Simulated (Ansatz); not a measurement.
**Supercells of liquid Al2O3 at 3000 K (130 atoms): plane waves and support functions**

Wanted: cost and convergence against size for liquid Al2O3 at 3000 K (130 atoms).

Method: Kohn-Sham DFT, r2SCAN, PAW (set soft_1), plane waves, in Ansatz 0.2.0.

Measured values to set the calculation against. Density of liquid alumina measured earlier by an aerodynamic-levitation technique, compared here with the simulation at 3000 K (as quoted in “Molecular Dynamics Study on Structure, Vibrational Properties, and Transport Coefficients of Liquid Alumina”, 2022, PMC9736481): density 2.78 g/cm³ at 3000 K.

Report form: the programs' logs are mostly left out.

**1. Starting point**

The cell holds 130 atoms: 52 Al and 78 O. Cell: a = 11.656 Å, b = 11.656 Å, c = 11.656 Å, α = 90.0°, β = 90.0°, γ = 90.0°. 130 atoms (52 Al, 78 O) placed at random at 2.78 g/cm³, melted at 4500 K for 20 ps at fixed volume with the Morse and Coulomb pair potential with partial charges (Pedone, Malavasi, Menziani, Cormack and Segre, J. Phys. Chem. B 110, 11780 (2006)). Snapshot at the end of a hold of 20 ps at 3000 K and fixed volume. The starting density is a measured one.

What the set-up can't give: The starting topology of bonds comes from the classical model, and needn't be the one that DFT or experiment would give.

**2. Plane waves, typed cell on a dense mesh**

The typed cell on a k-mesh is the yardstick: it samples like Γ on the cell repeated as often as the mesh has points along each axis. Its own convergence isn't tested.

input.yaml

```yaml
crystal:
  lattice:
    - [11.6556, 0.0, 0.0]
    - [0.0, 11.6556, 0.0]
    - [0.0, 0.0, 11.6556]
  atoms:
    - { symbol: Al, position: [0.5172, 0.17055, 0.89814] }
    - { symbol: Al, position: [0.90244, 0.51376, 0.80109] }
    - { symbol: Al, position: [0.40613, 0.06591, 0.13824] }
    - { symbol: Al, position: [0.01136, 0.7441, 0.72816] }
    - { symbol: Al, position: [0.44689, 0.12608, 0.63527] }
    - { symbol: Al, position: [0.03847, 0.50903, 0.56107] }
    - { symbol: Al, position: [0.65652, 0.92915, 0.92626] }
    - { symbol: Al, position: [0.44422, 0.0546, 0.38298] }
    - { symbol: Al, position: [0.25298, 0.71959, 0.09019] }
    - { symbol: Al, position: [0.57971, 0.64892, 0.79782] }
    - { symbol: Al, position: [0.3239, 0.49354, 0.2014] }
    - { symbol: Al, position: [0.69722, 0.33331, 0.75068] }
    - { symbol: Al, position: [0.7123, 0.15265, 0.05964] }
    - { symbol: Al, position: [0.1164, 0.41702, 0.92621] }
    - { symbol: Al, position: [0.67989, 0.36868, 0.0398] }
    - { symbol: Al, position: [0.06087, 0.72399, 0.49559] }
    - { symbol: Al, position: [0.8617, 0.28695, 0.48558] }
    - { symbol: Al, position: [0.31196, 0.37119, 0.40457] }
    - { symbol: Al, position: [0.18, 0.11542, 0.41304] }
    - { symbol: Al, position: [0.1785, 0.25084, 0.08871] }
    - { symbol: Al, position: [0.72008, 0.59072, 0.61308] }
    - { symbol: Al, position: [0.1027, 0.49554, 0.17615] }
    - { symbol: Al, position: [0.90467, 0.54687, 0.05711] }
    - { symbol: Al, position: [0.23837, 0.31576, 0.60623] }
    - { symbol: Al, position: [0.27804, 0.70358, 0.63399] }
    - { symbol: Al, position: [0.27825, 0.95836, 0.55168] }
    - { symbol: Al, position: [0.97237, 0.17755, 0.31062] }
    - { symbol: Al, position: [0.82078, 0.75171, 0.95315] }
    - { symbol: Al, position: [0.08216, 0.04201, 0.7037] }
    - { symbol: Al, position: [0.48559, 0.82373, 0.23579] }
    - { symbol: Al, position: [0.5552, 0.65657, 0.42479] }
    - { symbol: Al, position: [0.92609, 0.99214, 0.00144] }
    [... 92 atom lines left out ...]
    - { symbol: O, position: [0.98172, 0.06261, 0.87384] }
    - { symbol: O, position: [0.98496, 0.40841, 0.82233] }
    - { symbol: O, position: [0.361, 0.75447, 0.31631] }
    - { symbol: O, position: [0.20276, 0.95832, 0.78068] }
    - { symbol: O, position: [0.39192, 0.99945, 0.64195] }
    - { symbol: O, position: [0.01638, 0.6879, 0.11279] }
kpoints:
  mp_grid: { grid: [2, 2, 2] }
hamiltonian:
  xc: r2scan
  pseudopotentials: { kind: paw, azcp: { folder: soft_1 } }
scf:
  occupations: { method: gaussian, width: 0.05 }
output:
  forces: true
  stress: true
  populations: intrinsic
  dos:
    method: { smearing: { sigma: 0.1 } }
    de: 0.1
    projected: { site_lists: { Al: [Al], O: [O] } }
  eigenvalues: true
```

The run is started by

```sh
$ ansatz run input.yaml --threads 32 --pin off --max-ram 143360MiB --backend cuda --events-out ev --progress --plain --runs-dir out
```

Wall time 6.2 s (1 × NVIDIA GB200 with 32 threads of Arm Neoverse V2, shared host); peak memory 4 GiB.

That memory is the host's; the program planned up to 41.2 GiB on the GPU. Forces of this run were stored rounded, and per-atom blocks of the log weren't kept.

Read from the output:

```yaml
free_energy: -72577.0450 eV
free_energy_per_atom: -558.2850 eV/atom
scf_cycles: 14
pressure: 2.848 GPa
r_m_s_force_component: 2.858 eV/Å
longest_force: 13.52 eV/Å
fermi_energy: 5.723 eV
spacing_of_highest_filled_and_lowest_empty_level: 0.3826 eV
```

The r.m.s. force component of 2.9 eV/Å sets the scale for the differences below.

**3. Plane waves, 130 atoms**

The typed cell is solved at Γ alone, the coarsest sampling of the series.

input.yaml, the sections that differ from step 2:

```yaml
kpoints:
  mp_grid: { grid: [1, 1, 1] }
output:
  forces: true
  eigenvalues: true
# crystal, hamiltonian, scf: as in step 2
```

Elapsed: 2.3 s, on 1 × NVIDIA GB200 with 32 threads; peak memory 1.3 GiB; 5 s of CPU time.

That memory is the host's; the program planned up to 5.5 GiB on the GPU.

The energy lies 1.19 meV/atom above the dense-mesh reference.

**4. Support functions, 130 atoms**

The typed cell is solved at Γ alone, now in support functions.

This step: Kohn-Sham DFT, r2SCAN, PAW (set soft_1), localised support functions (medium) (Ansatz 0.2.0).

Edit input.yaml of step 3 so:

```diff
@@ -14,2 +14,4 @@
   occupations: { method: gaussian, width: 0.05 }
+  eigensolver: { kind: { support_functions: { accuracy: medium } } }
+  max_iter: 150
 output:
```

Elapsed: 5 s, on 1 × NVIDIA GB200 with 32 threads; peak memory 1.5 GiB; 16 s of CPU time.

That memory is the host's; the program planned up to 8.1 GiB on the GPU.

The program notes that the band table was not solved further than the SCF left it and it switched symmetry off.

The energy lies 2.02 meV/atom below the dense-mesh reference, and 3.2 meV/atom below plane waves of the same size, an offset between the two bases that leaves the sampling error alike.

**5. Plane waves, 1040 atoms**

The cell is repeated and solved at Γ in plane waves, whose cost grows towards the cube of the size.

This step: Kohn-Sham DFT, r2SCAN, PAW (set soft_1), plane waves (Ansatz 0.2.0).

input.yaml, the sections that differ from step 4:

```yaml
crystal:
  lattice:
    - [11.6556, 0.0, 0.0]
    - [0.0, 11.6556, 0.0]
    - [0.0, 0.0, 11.6556]
  atoms:
    [... the 130 atom lines of step 2 ...]
  supercell: [2, 2, 2]
scf:
  occupations: { method: gaussian, width: 0.05 }
# kpoints, hamiltonian, output: as in step 4
```

Run time: 30 s. Hardware: 1 × NVIDIA GB200 with 32 threads; peak memory 3.9 GiB; 45 s of CPU time.

That memory is the host's; the program planned up to 116 GiB on the GPU.

It converged in 16 SCF cycles; the log is left out.

This repeat at Γ samples the very k-points of the reference's mesh, so the two must agree.

The energy lies 0 meV/atom below the dense-mesh reference.

**6. Support functions, 1040 atoms**

The repeated cell is solved at Γ in support functions.

This step: Kohn-Sham DFT, r2SCAN, PAW (set soft_1), localised support functions (medium) (Ansatz 0.2.0).

Edit input.yaml of step 5 so:

```diff
@@ -15,2 +15,5 @@
   occupations: { method: gaussian, width: 0.05 }
+  eigensolver: { kind: { support_functions: { accuracy: medium } } }
+  mixing: { beta: 0.2 }
+  max_iter: 150
 output:
```

It took 27 s on 1 × NVIDIA GB200 with 32 threads; peak memory 5.7 GiB.

That memory is the host's; the program planned up to 39.9 GiB on the GPU.

It converged in 18 SCF cycles; the log is left out.

The energy lies 3.19 meV/atom below the dense-mesh reference, and 3.2 meV/atom below plane waves of the same size, an offset between the two bases that leaves the sampling error alike.

**7. Truncated density matrix, 1040 atoms**

Cutting the density matrix at a range is meant to remove the step that grows fastest with size; it needs a cell with a gap.

This step: Kohn-Sham DFT, r2SCAN, PAW (set soft_1), localised support functions (medium), truncated density matrix (Ansatz 0.2.0).

input.yaml, the sections that differ from step 6:

```yaml
scf:
  occupations: { method: gaussian, width: 0.05 }
  eigensolver:
    kind:
      support_functions: { accuracy: medium, density_matrix: { truncated: {} } }
    mixed_precision: true
  mixing: { beta: 0.2 }
  max_iter: 150
output:
  forces: true
# crystal, kpoints, hamiltonian: as in step 6
```

Run time: 32 s. Hardware: 1 × NVIDIA GB200 with 32 threads; peak memory 5.6 GiB; 65 s of CPU time.

That memory is the host's; the program planned up to 35.8 GiB on the GPU.

The program notes that the search for missed states was only partial.

It converged in 24 SCF cycles; the log is left out.

The energy lies 3.19 meV/atom below the dense-mesh reference, and 3.2 meV/atom below plane waves of the same size, an offset between the two bases that leaves the sampling error alike.

**8. Support functions, 3510 atoms**

This step: Kohn-Sham DFT, r2SCAN, PAW (set soft_1), localised support functions (medium) (Ansatz 0.2.0).

input.yaml, the sections that differ from step 7:

```yaml
crystal:
  lattice:
    - [11.6556, 0.0, 0.0]
    - [0.0, 11.6556, 0.0]
    - [0.0, 0.0, 11.6556]
  atoms:
    [... the 130 atom lines of step 2 ...]
  supercell: [3, 3, 3]
scf:
  occupations: { method: gaussian, width: 0.05 }
  eigensolver: { kind: { support_functions: { accuracy: medium } } }
  mixing: { beta: 0.2 }
  max_iter: 150
# kpoints, hamiltonian, output: as in step 7
```

Wall time 2.1 min (1 × NVIDIA GB200 with 32 threads); peak memory 17 GiB.

That memory is the host's; the program planned up to 137 GiB on the GPU.

It converged in 20 SCF cycles; the log is left out.

The energy lies 3.20 meV/atom below the dense-mesh reference.

**9. Truncated density matrix, 3510 atoms**

This step: Kohn-Sham DFT, r2SCAN, PAW (set soft_1), localised support functions (medium), truncated density matrix (Ansatz 0.2.0).

input.yaml, the sections that differ from step 8:

```yaml
scf:
  occupations: { method: gaussian, width: 0.05 }
  eigensolver:
    kind:
      support_functions: { accuracy: medium, density_matrix: { truncated: {} } }
    mixed_precision: true
  mixing: { beta: 0.2 }
  max_iter: 150
# crystal, kpoints, hamiltonian, output: as in step 8
```

The job ended after 2 min (1 × NVIDIA GB200 with 32 threads; peak memory 17 GiB).

That memory is the host's; the program planned up to 133 GiB on the GPU.

The energy lies 3.20 meV/atom below the dense-mesh reference.

**10. Cost and error against size**

Differences are against the typed cell on a 2×2×2 mesh, which samples like Γ on 1040 atoms (r.m.s. force component 2.86 eV/Å, gap 0.383 eV). Every repeated cell is solved at Γ, and forces are averaged over the copies of each atom. Hardware: 1 × NVIDIA GB200 with 32 threads of Arm Neoverse V2, shared host.

```
atoms  repeats                     basis  Δ force, r.m.s. (meV/Å)  Δ energy (meV/atom)  less plane waves of the same size (meV/atom)  gap (eV)  spread among copies (meV/Å)  SCF cycles     time  host memory (GiB)  planned on the GPU (GiB)
  130    1×1×1               plane waves                     6.59                 1.19                                             -                   0.416                            -          14    2.3 s                1.3                       5.5
  130    1×1×1         support functions                     6.96                -2.02                                          -3.2                   0.415                            -          14      5 s                1.5                       8.1
 1040    2×2×2               plane waves                    0.014                    0                                             -                   0.383                            0          16     30 s                3.9                       116
 1040    2×2×2         support functions                     1.63                -3.19                                          -3.2                   0.382                        0.035          18     27 s                5.7                        40
 1040    2×2×2  truncated density matrix                     1.62                -3.19                                          -3.2                       -                        0.025          24     32 s                5.6                        36
 3510    3×3×3         support functions                     1.66                -3.20                                             -                   0.382                        0.035          20  2.1 min                 17                       137
 3510    3×3×3  truncated density matrix                     1.65                -3.20                                             -                       -                        0.025          25    2 min                 17                       133
```

**11. What the reference run shows**

With the settings judged, the reference run is read for its physics.

Neighbours are counted within 2.38 Å (O-Al).

Length of the force by element and coordination:

| element | coordination | atoms | mean length of the force (eV/Å) | spread | least | most |
| --- | --- | --- | --- | --- | --- | --- |
| Al | all | 52 | 4.74 | 2.69 | 1.06 | 12.1 |
| Al | 2 | 1 | 4.27 | 0 | 4.27 | 4.27 |
| Al | 3 | 6 | 6.07 | 3.40 | 1.77 | 12.1 |
| Al | 4 | 35 | 4.83 | 2.63 | 1.08 | 10.7 |
| Al | 5 | 9 | 3.61 | 2.13 | 1.06 | 8.33 |
| Al | 6 | 1 | 4.47 | 0 | 4.47 | 4.47 |
| O | all | 78 | 3.81 | 2.55 | 0.731 | 13.5 |
| O | 2 | 26 | 4.25 | 2.60 | 1.57 | 10.4 |
| O | 3 | 49 | 3.64 | 2.55 | 0.731 | 13.5 |
| O | 4 | 3 | 2.79 | 1.18 | 1.26 | 4.13 |

Intrinsic-atomic-orbital charges by element and coordination:

| element | coordination | atoms | mean charge (e) | spread | least | most |
| --- | --- | --- | --- | --- | --- | --- |
| Al | all | 52 | 1.39 | 0.0475 | 1.32 | 1.52 |
| Al | 2 | 1 | 1.36 | 0 | 1.36 | 1.36 |
| Al | 3 | 6 | 1.46 | 0.0434 | 1.38 | 1.52 |
| Al | 4 | 35 | 1.39 | 0.037 | 1.32 | 1.49 |
| Al | 5 | 9 | 1.35 | 0.0328 | 1.32 | 1.43 |
| Al | 6 | 1 | 1.39 | 0 | 1.39 | 1.39 |
| O | all | 78 | -0.928 | 0.0317 | -1.01 | -0.817 |
| O | 2 | 26 | -0.934 | 0.0323 | -1.01 | -0.878 |
| O | 3 | 49 | -0.928 | 0.0271 | -1 | -0.866 |
| O | 4 | 3 | -0.873 | 0.0413 | -0.915 | -0.817 |

States in the cell by windows of 1 eV, zero at the Fermi level; some projections on atomic orbitals stand beside the total:

```
from (eV)  to (eV)  total   O p  Al p  Al s
      -14      -11    0.0   0.0   0.0   0.0
      -11      -10    0.3   0.2   0.0   0.0
      -10       -9   14.8  11.4   1.2   1.9
       -9       -8   33.5  25.9   2.9   3.9
       -8       -7   49.6  39.4   5.6   3.4
       -7       -6   60.0  49.3   6.7   2.4
       -6       -5   73.6  63.2   7.0   1.7
       -5       -4   75.2  67.1   5.1   1.1
       -4       -3   68.7  62.9   3.5   0.7
       -3       -2   57.5  53.6   2.1   0.4
       -2       -1   26.4  24.7   0.9   0.2
       -1        0    8.3   7.7   0.3   0.1
        0        1    3.4   0.8   0.8   1.3
        1        2    4.9   0.9   1.7   1.4
        2        3   11.7   2.2   4.8   3.0
        3        4   19.6   3.3   9.2   4.1
        4        5   22.7   3.6  10.4   4.8
```

Between -24 and -14 eV lie 156 more states.

Not all projections were asked for or kept, so they needn't add up to the total.

The levels nearest the highest filled one (over half full), pooled over k-points and spins:

```csv
level less the highest filled one (eV),occupation
-0.0054,2
-0.0051,2
-0.0015,2
-2.0e-4,2
-1.0e-4,2
0,2
0.383,0
0.533,0
0.558,0
0.578,0
0.629,0
0.638,0
```

Mean intrinsic-atomic-orbital charges: Al +1.39, O -0.93 e. Just under the Fermi level the largest share is O p (94 % of the projected weight), just over it Al s (41 % of the projected weight).

**12. What came out**

| Item | Value |
| --- | --- |
| free energy per atom | -558.2850 eV/atom |
| pressure | 2.848 GPa |
| r.m.s. force component | 2.858 eV/Å |
| gap (highest filled to lowest empty level) | 0.3826 eV |
| wall time of the 8 DFT runs | 5.8 min |

In words: Repeating the cell at Γ samples more k-points: in plane waves the energy difference from the dense mesh goes from 1.19 meV/atom at 130 atoms to 0 at 1040, and the force difference from 6.6 to 0.014 meV/Å; the gap goes from 0.416 to 0.383 eV. With plane waves, the time grows as the 1.2 power of the atom count between the two largest sizes, 130 and 1040 atoms. The smaller run is short enough for fixed overheads to flatten this slope. With support functions, the time grows as the 1.3 power of the atom count between the two largest sizes, 1040 and 3510 atoms. With the truncated density matrix, the time grows as the 1.1 power of the atom count between the two largest sizes, 1040 and 3510 atoms. At 3510 atoms truncation (run in mixed precision) changes the energy by +0.0027 meV/atom and takes 0.93 times the time of the full density matrix. At equal size the support functions lie 3.2 meV/atom below plane waves, likely because their grid holds more waves than 500 eV; no run tests this. Support functions take 2.2 times the time of plane waves at 130 atoms and 0.93 times at 1040, so the crossover lies within the series.

Between filled and empty levels lie 0.383 eV (on the run's k-points); a semilocal functional tends to put such gaps too low. In a disordered cell it changes from sample to sample and from frame to frame.

What to keep in mind: The force components of 2.9 eV/Å r.m.s. reflect the temperature of the frame as well as the gap between the generating potential and DFT. The stress is far from hydrostatic: its diagonal is 5.4, 0.7, 2.5 GPa, compression counted positive. The pressure of 2.8 GPa is that of one thermal frame, in which the classical model's bond lengths enter as well as the volume, without the kinetic term.

[Logs are printed without paths, hosts, clocks, repeated set-up lines and the standing remarks that a program may print on its own settings, such as how far it seeks lower states.]

[Hosts, paths, dates, database ids (printed as entryN), source tags and the programs' standing remarks are cut or masked in the printed files.]
